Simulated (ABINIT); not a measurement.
Planning a run of ABINIT 10.8.3 on MgS (Niningerite). The input:

```
acell 3*1.0 Angstrom
rprim 
  0.000000000000 2.601650000000 2.601650000000
  2.601650000000 0.000000000000 2.601650000000
  2.601650000000 2.601650000000 0.000000000000
ntypat 2
znucl 12 16
natom 2
typat 1 2
xred 
  0.000000000000 0.000000000000 0.000000000000
  0.500000000000 0.500000000000 0.500000000000
pp_dirpath "pseudos"
pseudos "Mg.upf, S.upf"
ecut 38
ngkpt 4 4 4
nshiftk 1
shiftk 0 0 0
kptopt 1
chksymbreak 0
istwfk *1
occopt 1
irdwfk 1
optdriver 4
nband 34
gwcalctyp 28
ecutsigx 38
symsigma 0
nkptgw 8
kptgw 
  0.0000000000 0.0000000000 0.0000000000
  0.2500000000 0.0000000000 0.0000000000
  0.5000000000 0.0000000000 0.0000000000
  0.2500000000 0.2500000000 0.0000000000
  0.5000000000 0.2500000000 0.0000000000
  -0.2500000000 0.2500000000 0.0000000000
  0.5000000000 0.5000000000 0.0000000000
  -0.2500000000 0.5000000000 0.2500000000
bdgw 
  1 22
  1 22
  1 22
  1 22
  1 22
  1 22
  1 22
  1 22
ecuteps 4
irdscr 1
ppmodel 1
irdqps 1
indata_prefix "in"
outdata_prefix "out"
tmpdata_prefix "tmp"
```

```sh
OMP_NUM_THREADS=1 mpirun -n 4 abinit run.abi > log
```

**Question.** How long will it take on 4 MPI ranks of Arm Neoverse V2, shared host, and how much memory?

It took 43 s; on shared hardware allow 21 s to 86 s. Peak host memory was 1.2 GiB.

[Long decimals in the printed logs are rounded to 6 places.]

[Logs are printed without paths, hosts, clocks, repeated set-up lines and the standing remarks that a program may print on its own settings, such as how far it seeks lower states.]

[Paths, hosts, dates, memory and timing lines, banners, echoed tables and standing remarks are left out of the program output; an Ansatz launch command may be rebuilt from the run's recorded settings. Measured values are a selection of at most five: reports struck by readers or far from the other reports are left out. None is set beside runs whose start may be inverted or whose files or cutoffs have a known fault.]

[Runs of the session that timed out or met a known fault of the program may be left out.]

[Hosts, paths, dates, database ids (printed as entryN), source tags and the programs' standing remarks are cut or masked in the printed files.]

[G0W0 gaps are taken among the corrected bands and points alone; a level outside them can change the order at an edge.]

[Where Ansatz stands beside ABINIT at settings called matched, ABINIT's density can come from a denser mesh and the files from another edition; pairs whose starting gaps differed by over 0.03 eV were left out, so agreement reads better than it is.]
